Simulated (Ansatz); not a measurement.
# LaCuSeO (P4/nmm): spin-orbit coupling beyond the local functionals

How far does spin-orbit coupling move the gap of LaCuSeO (P4/nmm)?

Method: density functionals with and without spin-orbit coupling, plane waves, PAW, in Ansatz 0.2.0.

**What was measured.**

- Gap 2.82 eV: experimental gap quoted from literature; bulk crystal (quoted in “Optimizing accuracy and efficacy in data-driven materials discovery for the solar production of hydrogen”, 2021, arxiv:2102.01154).

## (1) The structure

It takes space group P4/nmm (No. 129, tetragonal). The conventional cell has a = 4.067 Å, b = 4.067 Å, c = 8.797 Å, α = 90.00°, β = 90.00°, γ = 90.00°. Nearest to La lie 4 O at 2.38 Å and 4 Se at 3.33 Å. Nearest to Cu lie 4 Se at 2.52 Å. Se has 4 Cu at 2.52 Å and 4 La at 3.33 Å nearest. Nearest to O lie 4 La at 2.38 Å. Farther neighbours, and contacts between anions beyond the nearest, are not listed.

The cell and positions come from the Crystallography Open Database and are kept as given unless a step says otherwise.

## (2) HSE06, 4×4×2 mesh

This step: DFT, HSE06, plane waves, PAW; PAW set soft_1.

Input file input.yaml:

```yaml
crystal:
  lattice:
    - [4.06712, 0.0, 0.0]
    - [0.0, 4.06712, 0.0]
    - [0.0, 0.0, 8.7975]
  atoms:
    - { symbol: La, position: [0.5, 0.0, 0.1398] }
    - { symbol: La, position: [0.0, 0.5, 0.8602] }
    - { symbol: Cu, position: [0.5, 0.5, 0.5] }
    - { symbol: Cu, position: [0.0, 0.0, 0.5] }
    - { symbol: Se, position: [0.5, 0.0, 0.6698] }
    - { symbol: Se, position: [0.0, 0.5, 0.3302] }
    - { symbol: O, position: [0.5, 0.5, 0.0] }
    - { symbol: O, position: [0.0, 0.0, 0.0] }
kpoints:
  mp_grid: { grid: [4, 4, 2] }
  band_path:
    path:
      - [0.0, 0.0, 0.0]
      - [0.0, 0.5, 0.0]
      - [0.5, 0.5, 0.0]
      - [0.0, 0.0, 0.5]
      - [0.0, 0.5, 0.5]
      - [0.5, 0.5, 0.5]
    npoints: 1
hamiltonian:
  xc: hse06
  pseudopotentials: { kind: paw, azcp: { folder: soft_1 } }
scf:
  occupations: { method: fixed }
  n_extra_bands: 6
output:
  eigenvalues: true
```

Command:

```console
ansatz run input.yaml --threads 3 --pin off --max-ram 92160MiB --backend cuda --events-out ev --progress --plain --runs-dir out --devices 1 --max-vram 13GiB
```

The program printed:

```text
scf.n_extra_bands = 6 over 52 filled bands (N_el = 104.0): the run solves 58 bands
GPUs: using 1 of 1 available (devices: 1).
Engine: ansatz 0.2.0, x86_64-unknown-linux-gnu
Pseudopotentials: kind: paw
Pseudopotential: La, paw, valence charge 11, recommended cutoff 420 eV (normal), soft_1/La.paw.azcp
Pseudopotential: Cu, paw, valence charge 19, recommended cutoff 420 eV (normal), soft_1/Cu.paw.azcp
Pseudopotential: Se, paw, valence charge 16, recommended cutoff 420 eV (normal), soft_1/Se.paw.azcp
Pseudopotential: O, paw, valence charge 6, recommended cutoff 420 eV (normal), soft_1/O.paw.azcp
Functional definition: HSE06
  parameter a = 0.25
  parameter omega = 0.11/bohr
  exchange = pbe_x - a*pbe_x_sr(omega) + a*exact_x_sr(omega)
  correlation = pbe_c
davidson cushion auto → on  (no smearing: the cushion is to keep the highest requested band from converging to the state above it; pin scf.eigensolver.cushion to override)
device memory: the entry about to start is reckoned to put 2.3 GiB on a device that reports 39.2 GiB free (of which the cap on the GPU budget leaves the run 13.0 GiB)
GPU FFT provider: cuFFT
GPU libraries: cuBLAS 13.8.2, cuFFT 12.4.0, cuSOLVER 12.3.4
Crystal: 8 atoms, lattice volume = 145.524 Å³
Basis set: ecut = 420 eV, 2837 PW (Γ)
Bands: 58, of which v1, the nominal top of the filled ones, is band 52 counted from 1 (51 counted from 0)
Symmetry: 16 space group operations
Space group: P4/nmm (ITA 129), of the structure as read, at distance tolerance 5.3e-5 Å
k-points: 12 of 32
Non-local potential: La, projectors of the file, l = 0: 3, l = 1: 2, l = 2: 2, l = 3: 3
Non-local potential: Cu, projectors of the file, l = 0: 3, l = 1: 2, l = 2: 3, l = 3: 1
Non-local potential: Se, projectors of the file, l = 0: 2, l = 1: 2, l = 2: 3, l = 3: 1
Non-local potential: O, projectors of the file, l = 0: 2, l = 1: 2, l = 2: 1
PAW form: soft (Blöchl's): semilocal exchange-correlation on the pseudo side does not see the compensation charge
PAW frozen core: La, regenerated for the run's functional, and the local potential with it (the file was generated under x = pbe(κ = 0.804, μ = 0.219515), c = pbe(β = 0.066725))
PAW frozen core: Cu, regenerated for the run's functional, and the local potential with it (the file was generated under x = pbe(κ = 0.804, μ = 0.219515), c = pbe(β = 0.066725))
PAW frozen core: Se, regenerated for the run's functional, and the local potential with it (the file was generated under x = pbe(κ = 0.804, μ = 0.219515), c = pbe(β = 0.066725))
PAW frozen core: O, regenerated for the run's functional, and the local potential with it (the file was generated under x = pbe(κ = 0.804, μ = 0.219515), c = pbe(β = 0.066725))
PAW one-centre angular grid: La, 590 points (default); XC on 64 Gauss nodes
PAW one-centre angular grid: Cu, 590 points (default); XC on 64 Gauss nodes
[...]
Frozen-core exchange: fock
SCF iter   1: F=—  HF=-37845.689140 eV  |F-HF|=—  |Δ(HF+E_count)|=         —  Δρ=1.55e-4  dr2=3.92e-5  ethr=3.02e-6  ⟨swp⟩=8.0  Hψ=1887  notcnv=0
preconditioner: auto → none  [insulator: Δε(μ)=2.736 eV  Ē_g=11.759 eV  n_scr=38 (ndim 8)  ℏωp=24.6 eV  f_vac=0.003]
SCF iter   2: F=—  HF=-37845.689140 eV  |F-HF|=—  |Δ(HF+E_count)|=   4.56e-7  Δρ=4.82e-5  dr2=5.41e-6  ethr=3.01e-8  ⟨swp⟩=6.0  Hψ=2423  notcnv=0  defer=2
SCF iter   3: F=—  HF=-37845.689148 eV  |F-HF|=—  |Δ(HF+E_count)|=   7.86e-6  Δρ=2.03e-5  dr2=6.88e-7  ethr=3.94e-9  ⟨swp⟩=6.7  Hψ=2306  notcnv=0  defer=54
iter 4 solved again at ethr=3.30e-11 eV; its pass at ethr=5.14e-10 eV (dr2=3.43e-8 eV) is discarded
SCF iter   4: F=-37845.689148 eV  HF=-37845.689148 eV  |F-HF|=1.72e-8  |Δ(HF+E_count)|=   1.14e-7  Δρ=5.94e-6  dr2=5.96e-8  ethr=3.30e-11  ⟨swp⟩=3.8  Hψ=3734  notcnv=0
SCF 3 converged in 4 iterations: F = -37845.689148 eV  dr2 = 5.96e-8
hybrid outer 2: dexx = +8.818e-6 eV, tail = 3.51e-7 eV, Δε = 6.88e-3 eV (about 2.53e-4 eV left of the loop's levels)
the search or the solves at the SCF's close seem to have found levels that the self-consistency loop had missed (the run counts 7). By its estimate they hold under 1e-12 electrons; where the run keeps them, the occupations were computed again with them
device memory: the entry about to start is reckoned to put 0.9 GiB on a device that reports 38.1 GiB free (of which the cap on the GPU budget leaves the run 13.0 GiB)
NSCF: frozen V_eff on 6 k-points
hybrid SCF converged: 2 outer / 13 inner (+9 warm-up), last move |dexx| = 8.82e-6 eV, tail = 3.51e-7 eV
Stability not checked: this state was not tested for a lower state beside it, because the functional holds exact exchange (a hybrid, or Hartree-Fock), whose exchange loop this test does not read (fock_operator; see scf.lower_state_search)
Free energy (F): -37845.689147 eV
Frozen-core exchange: fock
Harris-Foulkes:  -37845.689147 eV  (|F-HF|=1.72e-8)
Internal energy: -37845.689147 eV  (E = F + TS)
E sigma→0 (E₀):  -37845.689147 eV
Fermi energy:    11.017252 eV
--- Per-component energies (eV) ---
  E_band       = -1834.039781
  E_kinetic    = 1455.312717
  E_local      = -20648.633435  (includes V_loc(G=0)·N_el)
  E_nonlocal   = 1386.151174
  E_hartree    = 9624.161896
  E_xc         = -595.987028
  E_vxc        = -667.164416  (∫ρ·V_xc dr)
  E_exx        = -438.903250  (= α·E_x^exact, valence–valence)
  E_paw        = -18787.708728  (= ΣΔE_a)
  E_vpaw       = -1730.227886  (= ΣTr[D̂ρ^β])
  E_aug_tail   = 0.002568  (compensation charges beyond the density's cutoff)
  E_ewald      = -9837.101271
  E_core_change = -2.983789  (= ΣΔE_core)
  E_smearing   = -0.000000  (= −TS)
  E_closure    = -0.000000  (closes the sum)
  Σ components = -37845.689147   (vs F -37845.689147, Δ=0.00e0)
--- Band table (eV; the first three rows and the last of 12) ---
  k-point 0: bands = [... 48 lower, 9.0922, 10.5866, 11.0173, 11.0173, 13.7522, 13.7938, 14.0482, 14.8187, ... 2 higher]
  k-point 1: bands = [... 48 lower, 9.2074, 10.0176, 10.8960, 10.8960, 13.9014, 14.1661, 14.3070, 14.4921, ... 2 higher]
  k-point 2: bands = [... 48 lower, 9.6168, 10.0615, 10.3072, 10.7787, 14.3374, 14.3591, 15.3840, 15.4638, ... 2 higher]
  k-point 11: bands = [... 48 lower, 8.5261, 8.5261, 9.2424, 9.2424, 14.7352, 14.7352, 15.4593, 15.4593, ... 2 higher]
```

It took 45 s on 1 × NVIDIA H100 80GB HBM3 (shared by 6 runs) with 3 threads of AMD EPYC 7R13 (Zen 3), shared host; peak memory 1.4 GiB.

Numbers from this step:

* gap: 2.735 eV
* valence top at: Γ
* conduction bottom at: Γ
* least direct gap: 2.735 eV
* exact-exchange fraction: 0.25

The gap is direct, at Γ.

## (3) HSE06+SOC, 4×4×2 mesh

Spin-orbit coupling can split or shift the edges; a non-collinear run measures by how much.

This step: DFT, HSE06 with spin-orbit coupling, plane waves, PAW; PAW set soft_1.

Changes to input.yaml since step 2:

```diff
@@ -27,6 +27,9 @@
   xc: hse06
-  pseudopotentials: { kind: paw, azcp: { folder: soft_1 } }
+  pseudopotentials: { kind: paw_fr, azcp: { folder: soft_1 } }
 scf:
   occupations: { method: fixed }
-  n_extra_bands: 6
+  n_extra_bands: 12
+magnetization:
+  noncollinear: true
+  spin_orbit: true
 output:
```

The program printed:

```text
[...]
GPUs: using 1 of 1 available (devices: 1).
[...]
non-collinear run that drives no moment, with spin-orbit: no starting moment large enough to seed its density (crystal.atoms[].spin), no starting occupations that ask for one, no magnetisation constraint and no magnetic field, so the semilocal B_xc is pinned to zero
[...]
GPU FFT provider: cuFFT
GPU libraries: cuBLAS 13.8.2, cuFFT 12.4.0, cuSOLVER 12.3.4
Crystal: 8 atoms, lattice volume = 145.524 Å³
Basis set: ecut = 420 eV, 2837 PW (Γ)
Bands: 116, of which v1, the nominal top of the filled ones, is band 104 counted from 1 (103 counted from 0)
Symmetry: 16 space group operations + 16 with time reversal
[...]
k-points: 12 of 32
Projection manifold: j_resolved (fully-relativistic pseudo-atomic orbitals)
[...]
GPU buffer pool allocated for 54000 grid points (all kernels)
[...]
SCF iter   1: F=—  HF=-37847.609840 eV  |F-HF|=—  |Δ(HF+E_count)|=         —  Δρ=5.51e-2  dr2=5.52e0  dr2_m=0.00e0 (ungated)  ethr=1.00e-1  |M|=0.00e0 ∫|m|=0.00e0 μB  |m|>n=0.0e0 m-floor=0.0e0 τ_xc=0.0e0  β_m=0.30  ⟨swp⟩=3.0  Hψ=5420  notcnv=0
[...]
SCF iter   8: F=-37846.767814 eV  HF=-37846.767866 eV  |F-HF|=5.21e-5  |Δ(HF+E_count)|=   3.21e-5  Δρ=2.16e-4  dr2=6.50e-5  dr2_m=0.00e0 (ungated)  ethr=3.88e-7  |M|=0.00e0 ∫|m|=0.00e0 μB  |m|>n=0.0e0 m-floor=0.0e0 τ_xc=0.0e0  ⟨swp⟩=5.5  Hψ=4056  notcnv=0
SCF 1 stopped early in 8 iterations: F = -37846.767814 eV  dr2 = 6.50e-5
[...]
GPU FFT provider: cuFFT
GPU libraries: cuBLAS 13.8.2, cuFFT 12.4.0, cuSOLVER 12.3.4
Projection manifold: j_resolved (fully-relativistic pseudo-atomic orbitals)
[...]
GPU buffer pool allocated for 54000 grid points (all kernels)
[...]
Frozen-core exchange: fock
SCF iter   1: F=—  HF=-37840.934664 eV  |F-HF|=—  |Δ(HF+E_count)|=         —  Δρ=3.33e-2  dr2=1.29e0  dr2_m=0.00e0 (ungated)  ethr=6.25e-7  |M|=0.00e0 ∫|m|=0.00e0 μB  |m|>n=0.0e0 m-floor=0.0e0 τ_xc=0.0e0  β_m=0.30  ⟨swp⟩=17.0  Hψ=10133  notcnv=0
[...]
SCF iter   8: F=-37840.709158 eV  HF=-37840.709169 eV  |F-HF|=1.07e-5  |Δ(HF+E_count)|=   1.65e-5  Δρ=1.10e-4  dr2=3.84e-5  dr2_m=0.00e0 (ungated)  ethr=5.95e-8  |M|=0.00e0 ∫|m|=0.00e0 μB  |m|>n=0.0e0 m-floor=0.0e0 τ_xc=0.0e0  ⟨swp⟩=6.1  Hψ=4434  notcnv=0  defer=20
SCF 2 stopped early in 8 iterations: F = -37840.709158 eV  dr2 = 3.84e-5
hybrid outer 1: dexx = +7.897e-2 eV, tail = 6.49e-4 eV
GPU FFT provider: cuFFT
GPU libraries: cuBLAS 13.8.2, cuFFT 12.4.0, cuSOLVER 12.3.4
Projection manifold: j_resolved (fully-relativistic pseudo-atomic orbitals)
GPU buffer pool allocated for 54000 grid points (all kernels)
[...]
Frozen-core exchange: fock
SCF iter   1: F=—  HF=-37840.705421 eV  |F-HF|=—  |Δ(HF+E_count)|=         —  Δρ=1.98e-4  dr2=7.46e-5  dr2_m=0.00e0 (ungated)  ethr=3.12e-6  |M|=0.00e0 ∫|m|=0.00e0 μB  |m|>n=0.0e0 m-floor=0.0e0 τ_xc=0.0e0  β_m=0.30  ⟨swp⟩=8.2  Hψ=3778  notcnv=0
[...]
SCF iter   5: F=-37840.705424 eV  HF=-37840.705424 eV  |F-HF|=1.54e-8  |Δ(HF+E_count)|=   1.55e-8  Δρ=3.34e-6  dr2=3.46e-8  dr2_m=0.00e0 (ungated)  ethr=1.46e-10  |M|=0.00e0 ∫|m|=0.00e0 μB  |m|>n=0.0e0 m-floor=0.0e0 τ_xc=0.0e0  ⟨swp⟩=6.4  Hψ=4223  notcnv=0  defer=16
SCF 3 converged in 5 iterations: F = -37840.705424 eV  dr2 = 3.46e-8
[...]
NSCF: frozen V_eff on 6 k-points
[...]
Magnetization: |M| = 0.0000 μB,  M = (+0.0000, +0.0000, +0.0000) μB
Absolute magnetization: 0.0000 μB (∫|m|)
  site 0: m = (+0.0000, +0.0000, +0.0000) μB, |m| = 0.0000 μB  (R = 0.98 Å)
  site 1: m = (+0.0000, +0.0000, +0.0000) μB, |m| = 0.0000 μB  (R = 0.98 Å)
  site 2: m = (+0.0000, +0.0000, +0.0000) μB, |m| = 0.0000 μB  (R = 1.04 Å)
  site 3: m = (+0.0000, +0.0000, +0.0000) μB, |m| = 0.0000 μB  (R = 1.04 Å)
  site 4: m = (+0.0000, +0.0000, +0.0000) μB, |m| = 0.0000 μB  (R = 1.04 Å)
  site 5: m = (+0.0000, +0.0000, +0.0000) μB, |m| = 0.0000 μB  (R = 1.04 Å)
  site 6: m = (+0.0000, +0.0000, +0.0000) μB, |m| = 0.0000 μB  (R = 0.98 Å)
  site 7: m = (+0.0000, +0.0000, +0.0000) μB, |m| = 0.0000 μB  (R = 0.98 Å)
Free energy (F): -37840.705423 eV
Frozen-core exchange: fock
[...]
Internal energy: -37840.705423 eV  (E = F + TS)
E sigma→0 (E₀):  -37840.705423 eV
Fermi energy:    11.097373 eV
[...]
--- Band table (eV; the first three rows and the last of 12) ---
  k-point 0: bands = [... 100 lower, 10.9553, 10.9553, 11.0974, 11.0974, 13.7402, 13.7402, 13.7845, 13.7845, ... 8 higher]
  k-point 1: bands = [... 100 lower, 10.8124, 10.8124, 10.9724, 10.9724, 13.8925, 13.8925, 14.1536, 14.1536, ... 8 higher]
  k-point 2: bands = [... 100 lower, 10.2968, 10.2968, 10.7783, 10.7783, 14.2986, 14.2986, 14.3731, 14.3731, ... 8 higher]
  k-point 11: bands = [... 100 lower, 9.2460, 9.2460, 9.2460, 9.2460, 14.7194, 14.7194, 14.7194, 14.7194, ... 8 higher]
```

The job ended after 2.9 min (1 × NVIDIA H100 80GB HBM3 (shared by 6 runs) with 3 threads; peak memory 2.7 GiB).

This step gave:

```yaml
gap: 2.643 eV
valence_top_at: Γ
conduction_bottom_at: Γ
least_direct_gap: 2.643 eV
exact_exchange_fraction: 0.25
```

The gap stands −0.09 eV against HSE06.

## (4) Together

Times are wall times on 1 × NVIDIA H100 80GB HBM3 (shared by 6 runs) with 3 threads of AMD EPYC 7R13 (Zen 3), shared host, good to a factor of about two.

```csv
level,gap (eV),with coupling (eV),change (eV),time,with coupling
HSE06,2.73,2.64,−0.09,45 s,2.9 min
```

## (5) What came out

| Property | Result |
| --- | --- |
| HSE06 | 2.73 eV |
| HSE06+SOC | 2.64 eV |

**Reading.** Spin-orbit coupling changes the gap by −0.09 eV and the least direct gap by −0.09 eV. Against experiment, by HSE06+SOC: the gap of 2.64 eV lies −0.18 eV from the measured 2.82 eV (kind not stated, quoted 2021). The lattice is static and excitons are left out. The runs have no spin polarisation. For a closed low-spin shell that is the natural state; where a d or f shell is open it is a constraint, and the gap is then not the crystal's own.

[Long decimals in the printed logs are rounded to 6 places.]

[Logs are printed without paths, hosts, clocks, repeated set-up lines and the standing remarks that a program may print on its own settings, such as how far it seeks lower states.]

[Paths, hosts, dates, memory and timing lines, banners, echoed tables and standing remarks are left out of the program output; an Ansatz launch command may be rebuilt from the run's recorded settings. Measured values are a selection of at most five: reports struck by readers or far from the other reports are left out. None is set beside runs whose start may be inverted or whose files or cutoffs have a known fault.]

[Runs of the session that timed out or met a known fault of the program may be left out.]

[Cells called generated may have been cut or substituted from an entry of the Crystallography Open Database or the Materials Project.]

[Hosts, paths, dates, database ids (printed as entryN), source tags and the programs' standing remarks are cut or masked in the printed files.]

[Where the starting crystal was built by hand or by swapping elements, it need not be the compound's stable phase.]
